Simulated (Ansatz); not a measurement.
## WS2 (Tungstenite): converging the G0W0 gap

Wanted: a G0W0 gap for WS2 (Tungstenite) that is converged in bands and cutoff, or an estimate of the limit.

Program: Ansatz 0.2.0. Level of theory: G0W0 on PBE, plane waves, PAW. Results are calculated unless marked as measured.

This is a report of a sequence of runs, with most program output left out.

## (1) The starting structure

Symmetry: P6_3/mmc, No. 194, hexagonal system. Conventional cell: a = 3.153 Å, b = 3.153 Å, c = 12.323 Å, α = 90.00°, β = 90.00°, γ = 120.00°. W has 6 S at 2.40 Å nearest. Nearest to S lie 3 W at 2.40 Å. Farther neighbours and most contacts between anions are not listed.

Structure file:

```cif
data_structure
_symmetry_space_group_name_H-M 'P 1'
_symmetry_Int_Tables_number 1
_cell_length_a 3.1532
_cell_length_b 3.1532
_cell_length_c 12.3230
_cell_angle_alpha 90.000
_cell_angle_beta 90.000
_cell_angle_gamma 120.000
_cell_volume 106.11
loop_
_atom_site_label
_atom_site_type_symbol
_atom_site_fract_x
_atom_site_fract_y
_atom_site_fract_z
_atom_site_occupancy
W1 W 0.33333 0.66667 0.25000 1
W2 W 0.66667 0.33333 0.75000 1
S3 S 0.33333 0.66667 0.62250 1
S4 S 0.66667 0.33333 0.12250 1
S5 S 0.33333 0.66667 0.87750 1
S6 S 0.66667 0.33333 0.37750 1
```

The cell and positions come from the Crystallography Open Database and are kept as given unless a step says otherwise. Spin-orbit coupling is left out unless a step names it.

## (2) 277 empty bands, screening to 110 eV

Now the one-shot GW correction: screening in the RPA, then the self-energy of the levels asked for. This step takes hard PAW files.

The input, input.yaml:

```yaml
crystal:
  lattice:
    - [3.1532, 0.0, 0.0]
    - [-1.5766, 2.7307513032, 0.0]
    - [0.0, 0.0, 12.323]
  atoms:
    - { symbol: W, position: [0.3333333333, 0.6666666667, 0.25] }
    - { symbol: W, position: [0.6666666667, 0.3333333333, 0.75] }
    - { symbol: S, position: [0.3333333333, 0.6666666667, 0.6225] }
    - { symbol: S, position: [0.6666666667, 0.3333333333, 0.1225] }
    - { symbol: S, position: [0.3333333333, 0.6666666667, 0.8775] }
    - { symbol: S, position: [0.6666666667, 0.3333333333, 0.3775] }
kpoints:
  mp_grid: { grid: [9, 9, 2] }
hamiltonian:
  xc: pbe
  pseudopotentials: { kind: paw, source: ansatz }
scf:
  occupations: { method: fixed }
gw:
  n_empty_bands: 277
  ecut_chi: 110.0
  qp_bands: [v2, c2]
  qp_kpoints: band_edges
  screening: { model: contour_deformation }
```

Started as:

```
$ ansatz run input.yaml --threads 3 --pin off --max-ram 92160MiB --backend cuda --events-out ev --progress --plain --runs-dir out --devices 1 --max-vram 13GiB  # rebuilt from the run's record
```

The job ended after 1.7 min (1 × NVIDIA H100 80GB HBM3 (shared by 6 runs) with 3 threads of AMD EPYC 7R13 (Zen 3), shared host; peak memory 2.2 GiB).

This step gave:

- bands summed: 317
- RPA ε∞ on this mesh (eigenvalues): 5.905, 13.43, 13.43
- plane waves in the screening matrix: 291
- q-points in the mesh: 162
- G0W0 gap on the mesh: 1.456 eV
- k of the valence top: 0, 0, 0
- k of the conduction bottom: 0.1111, 0.2222, 0
- starting gap on the mesh: 1.083 eV
- Z at the valence top: 0.7594
- Z at the conduction bottom: 0.7690
- least direct G0W0 gap on the computed points: 2.302 eV

The gap on the mesh goes from 1.08 eV to 1.46 eV, a correction of +0.37 eV. Between the two edge states, bare exchange in place of the xc potential would open the gap by 4.63 eV, and correlation takes back 4.26 eV.

## (3) 631 empty bands, screening to 190 eV

Another rung: the empty bands reach about as high as the screening cutoff, so the two stay in balance.

Edit input.yaml of step 2 so:

```diff
@@ -20,4 +20,4 @@
 gw:
-  n_empty_bands: 277
-  ecut_chi: 110.0
+  n_empty_bands: 631
+  ecut_chi: 190.0
   qp_bands: [v2, c2]
```

Wall time 5.3 min (1 × NVIDIA H100 80GB HBM3 (shared by 6 runs) with 3 threads); peak memory 4.5 GiB; 9.4 min of CPU time.

This step gave:

```yaml
bands_summed: 671
rpa_eps_infinity_on_this_mesh_eigenvalues: 5.897, 13.33, 13.33
plane_waves_in_the_screening_matrix: 663
q_points_in_the_mesh: 162
g0w0_gap_on_the_mesh: 1.496 eV
k_of_the_valence_top: 0, 0, 0
k_of_the_conduction_bottom: 0.1111, 0.2222, 0
starting_gap_on_the_mesh: 1.083 eV
z_at_the_valence_top: 0.7564
z_at_the_conduction_bottom: 0.7666
least_direct_g0w0_gap_on_the_computed_points: 2.287 eV
```

Against the run with 9×9×2 mesh, 277 empty bands, screening to 110 eV, hard PAW files, the gap moves by +0.04 eV.

## (4) 1068 empty bands, screening to 270 eV

Edit input.yaml of step 3 so:

```diff
@@ -20,4 +20,4 @@
 gw:
-  n_empty_bands: 631
-  ecut_chi: 190.0
+  n_empty_bands: 1068
+  ecut_chi: 270.0
   qp_bands: [v2, c2]
```

Elapsed: 8 min, on 1 × NVIDIA H100 80GB HBM3 (shared by 6 runs) with 3 threads; peak memory 9 GiB.

Numbers from this step:

```
bands summed                                 : 1108
RPA ε∞ on this mesh (eigenvalues)            : 5.894, 13.30, 13.30
plane waves in the screening matrix          : 1071
G0W0 gap on the mesh                         : 1.510 eV
k of the valence top                         : 0, 0, 0
k of the conduction bottom                   : 0.1111, 0.2222, 0
starting gap on the mesh                     : 1.083 eV
least direct G0W0 gap on the computed points : 2.273 eV
```

Against the run with 9×9×2 mesh, 631 empty bands, screening to 190 eV, hard PAW files, the gap moves by +0.014 eV.

## (5) Changing the k mesh: 12×12×2 mesh, 277 empty bands, screening to 110 eV, hard PAW files

A second mesh at equal bands and cutoff isolates the sampling error. Bands and cutoff differ from the step before, so it is read against an earlier run that matches them.

Edit input.yaml of step 4 so:

```diff
@@ -13,3 +13,3 @@
 kpoints:
-  mp_grid: { grid: [9, 9, 2] }
+  mp_grid: { grid: [12, 12, 2] }
 hamiltonian:
@@ -20,4 +20,4 @@
 gw:
-  n_empty_bands: 1068
-  ecut_chi: 270.0
+  n_empty_bands: 277
+  ecut_chi: 110.0
   qp_bands: [v2, c2]
```

Elapsed: 7.8 min, on 1 × NVIDIA H100 80GB HBM3 (shared by 6 runs) with 3 threads; peak memory 2.9 GiB.

This step gave:

| Quantity | Value |
| --- | --- |
| bands summed | 317 |
| RPA ε∞ on this mesh (eigenvalues) | 5.904, 13.32, 13.32 |
| plane waves in the screening matrix | 291 |
| G0W0 gap on the mesh | 1.339 eV |
| k of the valence top | 0, 0, 0 |
| k of the conduction bottom | 0.1667, 0.1667, 0 |
| starting gap on the mesh | 0.9772 eV |
| least direct G0W0 gap on the computed points | 2.296 eV |

Against the run with 9×9×2 mesh, 277 empty bands, screening to 110 eV, hard PAW files, the gap moves by −0.12 eV, while the start moved by −0.11 eV. A band edge is found at another k point on this mesh.

## (6) Side by side

Times are wall times on 1 × NVIDIA H100 80GB HBM3 (shared by 6 runs) with 3 threads of AMD EPYC 7R13 (Zen 3), shared host, good to a factor of about two.

| mesh | files | frequency | bands summed | cutoff (eV) | start (eV) | G0W0 (eV) | time | host memory (GiB) |
| --- | --- | --- | --- | --- | --- | --- | --- | --- |
| 9×9×2 | hard PAW | contour deformation | 317 | 110 | 1.083 | 1.456 | 1.7 min | 2.2 |
| 9×9×2 | hard PAW | contour deformation | 671 | 190 | 1.083 | 1.496 | 5.3 min | 4.5 |
| 9×9×2 | hard PAW | contour deformation | 1108 | 270 | 1.083 | 1.510 | 8 min | 9.0 |
| 12×12×2 | hard PAW | contour deformation | 317 | 110 | 0.977 | 1.339 | 7.8 min | 2.9 |

The parts of the quasiparticle energy at the two band edges (eV; QP = start + Σx + Σc − Vxc):

| run | edge | start | Σx | Σc | Vxc | Z | QP |
| --- | --- | --- | --- | --- | --- | --- | --- |
| 317 bands | valence top | 13.33 | -19.46 | 0.55 | -18.81 | 0.76 | 13.22 |
| 317 bands | conduction bottom | 14.41 | -13.19 | -3.71 | -17.17 | 0.77 | 14.68 |
| 671 bands | valence top | 13.33 | -19.46 | 0.29 | -18.81 | 0.76 | 12.96 |
| 671 bands | conduction bottom | 14.41 | -13.19 | -3.93 | -17.17 | 0.77 | 14.45 |
| 1108 bands | valence top | 13.33 | -19.46 | 0.18 | -18.81 | 0.76 | 12.85 |
| 1108 bands | conduction bottom | 14.41 | -13.19 | -4.03 | -17.17 | 0.77 | 14.36 |

## (7) What came out

| Quantity | Value |
| --- | --- |
| 317 bands, 110 eV | 1.456 eV |
| 671 bands, 190 eV | 1.496 eV |
| 1108 bands, 270 eV | 1.510 eV |
| estimated limit in bands and cutoff | 1.53 eV |
| mesh and start | 9×9×2, PBE |

In words: A line in one over the bands through the two highest rungs gives 1.53 eV, +0.02 eV from the top rung; the pair below gives 1.53 eV, in fair agreement. The rungs stand 0.08 eV (317 bands), 0.04 eV (671 bands) and 0.02 eV (1108 bands) from it. From 317 to 1108 bands the gap moves by +0.05 eV while the time grows 4.7-fold. Σc changes by −0.38 eV at the valence top and −0.32 eV at the conduction bottom, so the levels themselves move more than the gap between them. On the 12×12×2 mesh in place of 9×9×2 the gap differs by −0.12 eV, of which −0.11 eV is already in the start. The cheapest rung within 0.1 eV of this estimate is that with 317 bands (1.7 min). The 9×9×2 mesh misses a band edge: on 12×12×2 the PBE gap is 0.98 eV, so these values are not the fundamental gap, which lies some 0.11 eV lower. The many-body steps are scalar-relativistic: spin-orbit coupling is not in them.

[Paths, hosts, dates, memory and timing lines, banners, echoed tables and standing remarks are left out of the program output.]

[Logs are printed without paths, hosts, clocks, repeated set-up lines and the standing remarks that a program may print on its own settings, such as how far it seeks lower states.]

[Runs of the session that timed out or met a known fault of the program may be left out.]

[Cells called generated may have been cut or substituted from an entry of the Crystallography Open Database or the Materials Project.]

[Hosts, paths, dates, database ids (printed as entryN), source tags and the programs' standing remarks are cut or masked in the printed files.]
